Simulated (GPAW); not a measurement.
## Ballistic transport through a carbon nanotube (5, 5); OH on top of one C, which is raised by 0.35 Å, cheap and dear

Wanted: the zero-bias transmission of a carbon nanotube (5, 5); OH on top of one C, which is raised by 0.35 Å on a ladder of levels, with run times.

Main program and level: GPAW 26.7.0; GPAW LCAO, PAW setups; Landauer transmission from Green's functions with principal layers (ASE), zero bias.

**1. Set-up**

The cell holds 242 atoms: 240 C, 1 O and 1 H. Cell: a = 14.780 Å, b = 14.780 Å, c = 29.514 Å, α = 90.0°, β = 90.0°, γ = 90.0°. Regions: left lead, 100 atoms (100 C); channel, 42 atoms (40 C, 1 O and 1 H); right lead, 100 atoms (100 C). Vacuum lies along a and b. The structure is stacked along c, and the current runs across the ab planes.

**2. Single-zeta polarised basis**

One radial function a shell plus polarisation makes the matrices smaller; the question is what that costs.

run.py

```python
import json
import numpy as np
from ase import Atoms
from ase.transport.calculators import TransportCalculator
from gpaw import GPAW, FermiDirac
from gpaw.lcao.tools import get_lcao_hamiltonian
from scipy.linalg import eigh

# The junction with lead layers at both ends, along the third cell vector
device = Atoms(
    ['C', 'C', 'C', 'C', 'C', 'C', 'C', 'C', 'C', 'C', 'C', 'C', 'C', 'C', 'C', 'C', 'C', 'C', 'C', 'C', 'C', 'C', 'C', 'C', 'C', 'C', 'C', 'C', 'C', 'C', 'C', 'C', 'C', 'C', 'C', 'C', 'C', 'C', 'C', 'C', 'C', 'C', 'C', 'C', 'C', 'C', 'C', 'C', 'C', 'C', 'C', 'C', 'C', 'C', 'C', 'C', 'C', 'C', 'C', 'C', 'C', 'C', 'C', 'C', 'C', 'C', 'C', 'C', 'C', 'C', 'C', 'C', 'C', 'C', 'C', 'C', 'C', 'C', 'C', 'C', 'C', 'C', 'C', 'C', 'C', 'C', 'C', 'C', 'C', 'C', 'C', 'C', 'C', 'C', 'C', 'C', 'C', 'C', 'C', 'C', 'C', 'C', 'C', 'C', 'C', 'C', 'C', 'C', 'C', 'C', 'C', 'C', 'C', 'C', 'C', 'C', 'C', 'C', 'C', 'C', 'C', 'C', 'C', 'C', 'C', 'C', 'C', 'O', 'C', 'C', 'C', 'H', 'C', 'C', 'C', 'C', 'C', 'C', 'C', 'C', 'C', 'C', 'C', 'C', 'C', 'C', 'C', 'C', 'C', 'C', 'C', 'C', 'C', 'C', 'C', 'C', 'C', 'C', 'C', 'C', 'C', 'C', 'C', 'C', 'C', 'C', 'C', 'C', 'C', 'C', 'C', 'C', 'C', 'C', 'C', 'C', 'C', 'C', 'C', 'C', 'C', 'C', 'C', 'C', 'C', 'C', 'C', 'C', 'C', 'C', 'C', 'C', 'C', 'C', 'C', 'C', 'C', 'C', 'C', 'C', 'C', 'C', 'C', 'C', 'C', 'C', 'C', 'C', 'C', 'C', 'C', 'C', 'C', 'C', 'C', 'C', 'C', 'C', 'C', 'C', 'C', 'C', 'C', 'C', 'C', 'C', 'C', 'C', 'C', 'C', 'C', 'C', 'C', 'C', 'C', 'C', 'C', 'C', 'C', 'C', 'C', 'C'],
    positions=[
        [4.07408, 8.09482, 0.61488],
        [4.64743, 9.38259, 0.61488],
        [4.64743, 5.39741, 0.61488],
        [5.69500, 4.45417, 0.61488],
        [7.03565, 10.76143, 0.61488],
        [8.43757, 10.61408, 0.61488],
        [8.43757, 4.16592, 0.61488],
        [9.65835, 4.87074, 0.61488],
        [10.48692, 8.76884, 0.61488],
        [10.78000, 7.39000, 0.61488],
        [4.00000, 7.39000, 1.84463],
        [4.29308, 6.01116, 1.84463],
        [5.12165, 9.90926, 1.84463],
        [6.34243, 10.61408, 1.84463],
        [6.34243, 4.16592, 1.84463],
        [7.74435, 4.01857, 1.84463],
        [9.08500, 10.32583, 1.84463],
        [10.13257, 9.38259, 1.84463],
        [10.13257, 5.39741, 1.84463],
        [10.70592, 6.68518, 1.84463],
        [4.07408, 8.09482, 3.07439],
        [4.64743, 9.38259, 3.07439],
        [4.64743, 5.39741, 3.07439],
        [5.69500, 4.45417, 3.07439],
        [7.03565, 10.76143, 3.07439],
        [8.43757, 10.61408, 3.07439],
        [8.43757, 4.16592, 3.07439],
        [9.65835, 4.87074, 3.07439],
        [10.48692, 8.76884, 3.07439],
        [10.78000, 7.39000, 3.07439],
[... 206 atom lines left out ...]
        [6.34243, 4.16592, 28.89927],
        [7.74435, 4.01857, 28.89927],
        [9.08500, 10.32583, 28.89927],
        [10.13257, 9.38259, 28.89927],
        [10.13257, 5.39741, 28.89927],
        [10.70592, 6.68518, 28.89927]],
    cell=[[14.78, 0.0, 0.0], [0.0, 14.78, 0.0], [0.0, 0.0, 29.51415]],
    pbc=True,
    magmoms=[0.0, 0.0, 0.0, 0.0, 0.0, 0.0, 0.0, 0.0, 0.0, 0.0, 0.0, 0.0, 0.0, 0.0, 0.0, 0.0, 0.0, 0.0, 0.0, 0.0, 0.0, 0.0, 0.0, 0.0, 0.0, 0.0, 0.0, 0.0, 0.0, 0.0, 0.0, 0.0, 0.0, 0.0, 0.0, 0.0, 0.0, 0.0, 0.0, 0.0, 0.0, 0.0, 0.0, 0.0, 0.0, 0.0, 0.0, 0.0, 0.0, 0.0, 0.0, 0.0, 0.0, 0.0, 0.0, 0.0, 0.0, 0.0, 0.0, 0.0, 0.0, 0.0, 0.0, 0.0, 0.0, 0.0, 0.0, 0.0, 0.0, 0.0, 0.0, 0.0, 0.0, 0.0, 0.0, 0.0, 0.0, 0.0, 0.0, 0.0, 0.0, 0.0, 0.0, 0.0, 0.0, 0.0, 0.0, 0.0, 0.0, 0.0, 0.0, 0.0, 0.0, 0.0, 0.0, 0.0, 0.0, 0.0, 0.0, 0.0, 0.5, 0.0, 0.0, 0.0, 0.0, 0.0, 0.0, 0.0, 0.0, 0.0, 0.0, 0.0, 0.0, 0.0, 0.0, 0.0, 0.5, 0.0, 0.0, 0.0, 0.5, 0.0, 0.0, 0.0, 0.0, 0.0, 0.0, 0.0, 0.0, 0.0, 0.5, 0.0, 0.0, 0.0, 0.0, 0.0, 0.0, 0.0, 0.0, 0.0, 0.5, 0.0, 0.0, 0.0, 0.0, 0.0, 0.0, 0.0, 0.0, 0.0, 0.0, 0.0, 0.0, 0.0, 0.0, 0.0, 0.0, 0.0, 0.0, 0.0, 0.0, 0.0, 0.0, 0.0, 0.0, 0.0, 0.0, 0.0, 0.0, 0.0, 0.0, 0.0, 0.0, 0.0, 0.0, 0.0, 0.0, 0.0, 0.0, 0.0, 0.0, 0.0, 0.0, 0.0, 0.0, 0.0, 0.0, 0.0, 0.0, 0.0, 0.0, 0.0, 0.0, 0.0, 0.0, 0.0, 0.0, 0.0, 0.0, 0.0, 0.0, 0.0, 0.0, 0.0, 0.0, 0.0, 0.0, 0.0, 0.0, 0.0, 0.0, 0.0, 0.0, 0.0, 0.0, 0.0, 0.0, 0.0, 0.0, 0.0, 0.0, 0.0, 0.0, 0.0, 0.0, 0.0, 0.0, 0.0, 0.0, 0.0, 0.0, 0.0, 0.0, 0.0, 0.0, 0.0, 0.0, 0.0, 0.0, 0.0, 0.0, 0.0])

# One principal layer of the lead: the first 60 atoms of the device
lead = Atoms(
    ['C', 'C', 'C', 'C', 'C', 'C', 'C', 'C', 'C', 'C', 'C', 'C', 'C', 'C', 'C', 'C', 'C', 'C', 'C', 'C', 'C', 'C', 'C', 'C', 'C', 'C', 'C', 'C', 'C', 'C', 'C', 'C', 'C', 'C', 'C', 'C', 'C', 'C', 'C', 'C', 'C', 'C', 'C', 'C', 'C', 'C', 'C', 'C', 'C', 'C', 'C', 'C', 'C', 'C', 'C', 'C', 'C', 'C', 'C', 'C'],
    positions=[
        [4.07408, 8.09482, 0.61488],
        [4.64743, 9.38259, 0.61488],
        [4.64743, 5.39741, 0.61488],
        [5.69500, 4.45417, 0.61488],
        [7.03565, 10.76143, 0.61488],
        [8.43757, 10.61408, 0.61488],
        [8.43757, 4.16592, 0.61488],
        [9.65835, 4.87074, 0.61488],
        [10.48692, 8.76884, 0.61488],
        [10.78000, 7.39000, 0.61488],
        [4.00000, 7.39000, 1.84463],
        [4.29308, 6.01116, 1.84463],
        [5.12165, 9.90926, 1.84463],
        [6.34243, 10.61408, 1.84463],
        [6.34243, 4.16592, 1.84463],
        [7.74435, 4.01857, 1.84463],
        [9.08500, 10.32583, 1.84463],
        [10.13257, 9.38259, 1.84463],
        [10.13257, 5.39741, 1.84463],
        [10.70592, 6.68518, 1.84463],
        [4.07408, 8.09482, 3.07439],
        [4.64743, 9.38259, 3.07439],
        [4.64743, 5.39741, 3.07439],
        [5.69500, 4.45417, 3.07439],
        [7.03565, 10.76143, 3.07439],
        [8.43757, 10.61408, 3.07439],
        [8.43757, 4.16592, 3.07439],
        [9.65835, 4.87074, 3.07439],
        [10.48692, 8.76884, 3.07439],
        [10.78000, 7.39000, 3.07439],
        [4.00000, 7.39000, 4.30415],
        [4.29308, 6.01116, 4.30415],
        [5.12165, 9.90926, 4.30415],
        [6.34243, 10.61408, 4.30415],
        [6.34243, 4.16592, 4.30415],
        [7.74435, 4.01857, 4.30415],
        [9.08500, 10.32583, 4.30415],
        [10.13257, 9.38259, 4.30415],
        [10.13257, 5.39741, 4.30415],
        [10.70592, 6.68518, 4.30415],
        [4.07408, 8.09482, 5.53390],
        [4.64743, 9.38259, 5.53390],
        [4.64743, 5.39741, 5.53390],
        [5.69500, 4.45417, 5.53390],
        [7.03565, 10.76143, 5.53390],
        [8.43757, 10.61408, 5.53390],
        [8.43757, 4.16592, 5.53390],
        [9.65835, 4.87074, 5.53390],
        [10.48692, 8.76884, 5.53390],
        [10.78000, 7.39000, 5.53390],
        [4.00000, 7.39000, 6.76366],
        [4.29308, 6.01116, 6.76366],
        [5.12165, 9.90926, 6.76366],
        [6.34243, 10.61408, 6.76366],
        [6.34243, 4.16592, 6.76366],
        [7.74435, 4.01857, 6.76366],
        [9.08500, 10.32583, 6.76366],
        [10.13257, 9.38259, 6.76366],
        [10.13257, 5.39741, 6.76366],
        [10.70592, 6.68518, 6.76366]],
    cell=[[14.78, 0.0, 0.0], [0.0, 14.78, 0.0], [0.0, 0.0, 7.37854]],
    pbc=True,
    magmoms=[0.0, 0.0, 0.0, 0.0, 0.0, 0.0, 0.0, 0.0, 0.0, 0.0, 0.0, 0.0, 0.0, 0.0, 0.0, 0.0, 0.0, 0.0, 0.0, 0.0, 0.0, 0.0, 0.0, 0.0, 0.0, 0.0, 0.0, 0.0, 0.0, 0.0, 0.0, 0.0, 0.0, 0.0, 0.0, 0.0, 0.0, 0.0, 0.0, 0.0, 0.0, 0.0, 0.0, 0.0, 0.0, 0.0, 0.0, 0.0, 0.0, 0.0, 0.0, 0.0, 0.0, 0.0, 0.0, 0.0, 0.0, 0.0, 0.0, 0.0])

settings = dict(mode='lcao', basis='szp(dzp)', xc='PBE', h=0.18,
                occupations=FermiDirac(0.1), maxiter=250,
                mixer=dict(beta=0.05, nmaxold=8, weight=100.0),
                convergence=dict(density=0.0001))
energies = np.arange(-3, 3 + 1e-9, 0.075)
eta = 0.0001
n1, n2 = 1, 1
# k and -k transmit alike, so half of the mesh across the current serves
mesh = [(i, j) for i in range(n1) for j in range(n2) if (i, j) <= (-i % n1, -j % n2)]
weights = np.array([1 if (i, j) == (-i % n1, -j % n2) else 2 for i, j in mesh]) / (n1 * n2)


def ground_state(atoms, size, txt):
    atoms.calc = GPAW(kpts={'size': size, 'gamma': True}, symmetry={'tolerance': 1e-3}, txt=txt, **settings)
    atoms.get_potential_energy()
    return atoms.calc.get_fermi_level()


def blocks(atoms, fermi, points, nz, cells):
    """H - E_F S and S between cell 0 and the cells above it, at each point across the current."""
    kz = np.arange(nz) / nz
    calc = atoms.calc.fixed_density(kpts=[(*k, z) for k in points for z in kz], symmetry='off', txt=None)
    H, S = get_lcao_hamiltonian(calc)
    H = (H - fermi * S).reshape(len(H), len(points), nz, *S.shape[1:])
    S = S.reshape(H.shape[1:])
    phases = [np.exp(-2j * np.pi * kz * R) / nz for R in cells]
    return [(np.einsum('skzij,z->ksij', H, p), np.einsum('kzij,z->kij', S, p)) for p in phases]


def pair(a, b):
    return np.block([[a, b], [b.T.conj(), a]])


def count_channels(h, s, cells, nk=240):
    """Half the number of times that the lead's bands cross each energy, unfolded to its shortest repeat."""
    b = len(h) // cells
    bands = []
    for k in (np.arange(nk + 1) + 0.5) / nk:
        hk, sk = h[:b, :b].copy(), s[:b, :b].copy()
        for R in range(1, cells):
            phase, block = np.exp(2j * np.pi * k * R), slice(R * b, (R + 1) * b)
            hk += h[:b, block] * phase + (h[:b, block] * phase).T.conj()
            sk += s[:b, block] * phase + (s[:b, block] * phase).T.conj()
        w, u = eigh(sk)
        x = u[:, w > 1e-5] / w[w > 1e-5]**0.5  # drop near-dependent combinations
        bands.append(np.r_[eigh(x.T.conj() @ hk @ x, eigvals_only=True), [1e9] * (w <= 1e-5).sum()])
    below = np.array(bands)[:, :, None] < energies
    return (below[1:] != below[:-1]).sum((0, 1)) / 2


fermi_lead = ground_state(lead, (1, 1, 15), 'lead.txt')
fermi_device = ground_state(device, (1, 1, 3), 'device.txt')
T, channels, eigen, tail, misfit, shifts = [], [], [], 0.0, 0.0, []
for first in range(0, len(mesh), 1):
    points = [(i / n1, j / n2) for i, j in mesh[first:first + 1]]
    (H0k, S0k), (H1k, S1k), (H2k, _) = blocks(lead, fermi_lead, points, 5, range(3))
    [(Hk, Sk)] = blocks(device, fermi_device, points, 2, [0])
    tail = max(tail, abs(H2k).max())
    for H0, S0, H1, S1, H, S in zip(H0k, S0k, H1k, S1k, Hk, Sk):
        n = len(S0)
        # Shift the lead onto the potential of the device's first layer
        shift = ((H[:, 0, 0] - H0[:, 0, 0]) / S0[0, 0]).real.mean()
        shifts.append(shift)
        misfit = max(misfit, abs(H[:, :n, :n] - H0 - shift * S0).max())
        Tk, Ck, Ek = [], [], []
        for s in range(len(H)):
            t = s % len(H0)  # a lead without moments serves both spins
            h1, s1 = pair(H0[t] + shift * S0, H1[t] + shift * S1), pair(S0, S1)
            leads = dict(h1=h1, s1=s1, energies=energies, eta=eta, eta1=eta, eta2=eta)
            calc = TransportCalculator(h=H[s], s=S, eigenchannels=3, **leads)
            Tk.append(calc.get_transmission())
            Ek.append(np.sort(calc.eigenchannels_ne, axis=0)[::-1])
            Ck.append(count_channels(h1, s1, 6))
        T.append(Tk)
        channels.append(Ck)
        eigen.append(Ek)
T, channels = np.array(T), np.array(channels)
mean, open_channels = np.einsum('kse,k->se', T, weights), np.einsum('kse,k->se', channels, weights)

print(f'basis functions: device {len(S)}, principal layer {n}')
print(f'Fermi level: lead {fermi_lead:.4f} eV, device {fermi_device:.4f} eV; lead shifted by {np.mean(shifts):.4f} eV')
print(f'largest coupling past the next layer {tail:.2e} eV, largest misfit of the first layer {misfit:.3f} eV')
print('  E-E_F (eV)   ' + 'T up        T down      channels up  channels down')
for e, t, c in zip(energies, mean.T, open_channels.T):
    print(f'{e:10.3f}  ', *[f'{x:11.4e}' for x in t], *[f'{x:9.4f}' for x in c])

kT = 8.617333e-5 * 77
fine = np.linspace(energies[0], energies[-1], 4001)
both = np.exp(np.interp(fine, energies, np.log(np.maximum(mean.sum(0) * 2 / len(mean), 1e-30))))
fermi = lambda mu: 1 / (1 + np.exp(np.clip((fine - mu) / kT, -200, 200)))
slope = fermi(0) * (1 - fermi(0)) / kT
G = np.trapezoid(both * slope, fine) / 2
seebeck = -np.trapezoid(both * slope * fine, fine) / (2 * G * 77) * 1e6
print(f'conductance at 77 K: {G:.5g} G0 a cell; thermopower {seebeck:.4g} uV/K')
bias = [0.1, 0.2, 0.5, 1.0, 1.5, 2.0]
current = [38.74 * np.trapezoid(both * (fermi(V / 2) - fermi(-V / 2)), fine) for V in bias]
for V, I in zip(bias, current):
    print(f'current from the zero-bias T(E) at {V} V: {I:.5g} uA')
zero = abs(energies).argmin()
json.dump(dict(energies=energies.tolist(), T=mean.tolist(), channels=open_channels.tolist(), G=G, seebeck=seebeck,
               bias=bias, current=current, tail=tail, misfit=misfit, shift=np.mean(shifts), n_device=len(S), n_lead=n,
               fermi=[fermi_lead, fermi_device], energy=device.get_potential_energy(),
               moments=device.get_magnetic_moments().tolist(), mesh=mesh, weights=weights.tolist(),
               T_k=T[:, :, zero].tolist(), eigen=np.array(eigen[0]).tolist()), open('result.json', 'w'))
```

On the command line:

```console
OMP_NUM_THREADS=1 OPENBLAS_NUM_THREADS=1 python run.py
```

The log of the run:

```text
basis functions: device 2173, principal layer 540
Fermi level: lead -2.5893 eV, device -2.6008 eV; lead shifted by 0.0108 eV
largest coupling past the next layer 3.80e-15 eV, largest misfit of the first layer 0.025 eV
  E-E_F (eV)   T up        T down      [channel counts left out]
    -3.000    6.3381e+00  6.3378e+00
    -2.925    7.3504e+00  7.3500e+00
    -2.850    7.7546e+00  7.7542e+00
    -2.775    7.8732e+00  7.8728e+00
    -2.700    7.9079e+00  7.9075e+00
    -2.625    7.9210e+00  7.9206e+00
    -2.550    7.9221e+00  7.9216e+00
    -2.475    7.9042e+00  7.9036e+00
    -2.400    7.8545e+00  7.8538e+00
    -2.325    7.7194e+00  7.7184e+00
    -2.250    7.2238e+00  7.2226e+00
    -2.175    4.5738e+00  4.5747e+00
    -2.100    4.3803e+00  4.3801e+00
    -2.025    4.1938e+00  4.1941e+00
    -1.950    4.0250e+00  4.0253e+00
    -1.875    4.0584e+00  4.0578e+00
[...]
2.475    7.9232e+00  7.9229e+00
     2.550    7.9402e+00  7.9399e+00
     2.625    7.9411e+00  7.9409e+00
     2.700    7.9397e+00  7.9395e+00
     2.775    7.9346e+00  7.9344e+00
     2.850    7.9243e+00  7.9241e+00
     2.925    7.9092e+00  7.9090e+00
     3.000    7.8927e+00  7.8924e+00
conductance at 77 K: 1.3533 G0 a cell; thermopower -2.171 uV/K
current from the zero-bias T(E) at 0.1 V: 10.482 uA
current from the zero-bias T(E) at 0.2 V: 20.959 uA
current from the zero-bias T(E) at 0.5 V: 52.198 uA
current from the zero-bias T(E) at 1.0 V: 106.27 uA
current from the zero-bias T(E) at 1.5 V: 167.37 uA
current from the zero-bias T(E) at 2.0 V: 234.58 uA
```

It took 2.6 h on 1 thread of Arm Neoverse V1, shared host; peak memory 6.9 GiB.

This step gave:

| Quantity | Value |
| --- | --- |
| conductance | 1.353 G₀ |
| thermopower | -2.171 μV/K |
| largest coupling past the next principal layer | 3.80e-15 eV |
| largest misfit of the first principal layer | 0.02499 eV |
| shift that aligns the lead | 0.01082 eV |
| basis functions of the junction | 2173 |
| basis functions of a principal layer | 540 |
| transmission at the Fermi level, spin up | 1.354 |
| transmission at the Fermi level, spin down | 1.353 |

Each spin. Transmission, zone mean against energy, zero at the Fermi level:

| energy (eV) | T, spin up | T, spin down |
| --- | --- | --- |
| -3.00 | 6.34 | 6.34 |
| -2.77 | 7.87 | 7.87 |
| -2.55 | 7.92 | 7.92 |
| -2.40 | 7.85 | 7.85 |
| -2.17 | 4.57 | 4.57 |
| -1.95 | 4.03 | 4.03 |
| -1.73 | 4.95 | 4.95 |
| -1.57 | 4.87 | 4.87 |
| -1.35 | 1.83 | 1.83 |
| -1.12 | 0.919 | 0.919 |
| -0.97 | 1.61 | 1.61 |
| -0.90 | 1.57 | 1.57 |
| -0.75 | 1.44 | 1.44 |
| -0.53 | 1.16 | 1.16 |
| -0.30 | 0.996 | 0.996 |
| -0.07 | 1.24 | 1.24 |
| 0.00 | 1.35 | 1.35 |
| 0.07 | 1.47 | 1.47 |
| 0.30 | 1.71 | 1.71 |
| 0.53 | 1.84 | 1.84 |
| 0.75 | 1.90 | 1.90 |
| 0.90 | 1.93 | 1.93 |
| 1.12 | 1.96 | 1.96 |
| 1.35 | 7.90 | 7.90 |
| 1.57 | 8.57 | 8.56 |
| 1.65 | 8.63 | 8.63 |
| 1.73 | 7.99 | 7.99 |
| 1.95 | 7.87 | 7.87 |
| 2.17 | 7.91 | 7.91 |
| 2.40 | 7.93 | 7.93 |
| 2.55 | 7.94 | 7.94 |
| 2.77 | 7.93 | 7.93 |
| 3.00 | 7.89 | 7.89 |

Not self-consistent under bias; the bias window is split evenly. Table of current through one cell, from the zero-bias transmission by bias:

| bias (V) | current through one cell, from the zero-bias transmission (μA) |
| --- | --- |
| 0.100 | 10.5 |
| 0.200 | 21.0 |
| 0.500 | 52.2 |
| 1.000 | 106 |
| 1.500 | 167 |
| 2.000 | 235 |

Table of transmission of the three most open eigenchannels by energy, zero at the Fermi level:

| energy (eV) | channel 1 up | channel 2 up | channel 3 up | channel 1 down | channel 2 down | channel 3 down |
| --- | --- | --- | --- | --- | --- | --- |
| -3.00 | 0.999 | 0.999 | 0.999 | 0.999 | 0.999 | 0.999 |
| -2.77 | 0.999 | 0.999 | 0.998 | 0.999 | 0.999 | 0.998 |
| -2.55 | 0.999 | 0.998 | 0.998 | 0.999 | 0.998 | 0.998 |
| -2.25 | 0.999 | 0.998 | 0.997 | 0.999 | 0.998 | 0.997 |
| -2.02 | 0.999 | 0.997 | 0.994 | 0.999 | 0.997 | 0.994 |
| -1.80 | 0.999 | 0.995 | 0.992 | 0.999 | 0.995 | 0.992 |
| -1.57 | 0.999 | 0.995 | 0.976 | 0.999 | 0.995 | 0.976 |
| -1.35 | 0.995 | 0.834 | 2.5e-8 | 0.995 | 0.835 | 2.5e-8 |
| -1.05 | 0.802 | 0.742 | 8.1e-12 | 0.802 | 0.742 | 8.2e-12 |
| -0.82 | 0.982 | 0.531 | 0 | 0.982 | 0.531 | 0 |
| -0.60 | 0.991 | 0.264 | 0 | 0.991 | 0.265 | 0 |
| -0.38 | 0.994 | 0.0165 | 2.6e-12 | 0.994 | 0.0168 | 2.6e-12 |
| -0.15 | 0.995 | 0.128 | 0 | 0.995 | 0.127 | 0 |
| 0.00 | 0.996 | 0.358 | 0 | 0.996 | 0.358 | 0 |
| 0.15 | 0.996 | 0.571 | 0 | 0.996 | 0.571 | 0 |
| 0.38 | 0.996 | 0.765 | 0 | 0.996 | 0.766 | 0 |
| 0.60 | 0.997 | 0.867 | 0 | 0.997 | 0.867 | 0 |
| 0.82 | 0.997 | 0.922 | 4.3e-12 | 0.997 | 0.922 | 4.3e-12 |
| 1.05 | 0.998 | 0.954 | 5.3e-10 | 0.998 | 0.954 | 5.3e-10 |
| 1.35 | 0.998 | 0.995 | 0.986 | 0.998 | 0.995 | 0.986 |
| 1.57 | 0.998 | 0.998 | 0.997 | 0.998 | 0.998 | 0.997 |
| 1.80 | 0.999 | 0.998 | 0.998 | 0.999 | 0.998 | 0.998 |
| 2.02 | 0.999 | 0.999 | 0.999 | 0.999 | 0.999 | 0.999 |
| 2.25 | 0.999 | 0.999 | 0.999 | 0.999 | 0.999 | 0.999 |
| 2.55 | 0.999 | 0.999 | 0.999 | 0.999 | 0.999 | 0.999 |
| 2.77 | 0.999 | 0.999 | 0.999 | 0.999 | 0.999 | 0.999 |
| 3.00 | 0.999 | 0.999 | 0.999 | 0.999 | 0.999 | 0.999 |

Couplings past the next layer reach 3.8e-15 eV, small enough to drop; the matrix elements of the cell's first layer differ from the bulk lead's by up to 0.025 eV. That layer keeps its own values in the calculation, and only beyond it is the lead taken as perfect.

(Part 1 of 3 ends here.)

[Logs are printed without paths, hosts, clocks, repeated set-up lines and the standing remarks that a program may print on its own settings, such as how far it seeks lower states.]

[Hosts, paths, dates, database ids (printed as entryN), source tags and the programs' standing remarks are cut or masked in the printed files.]
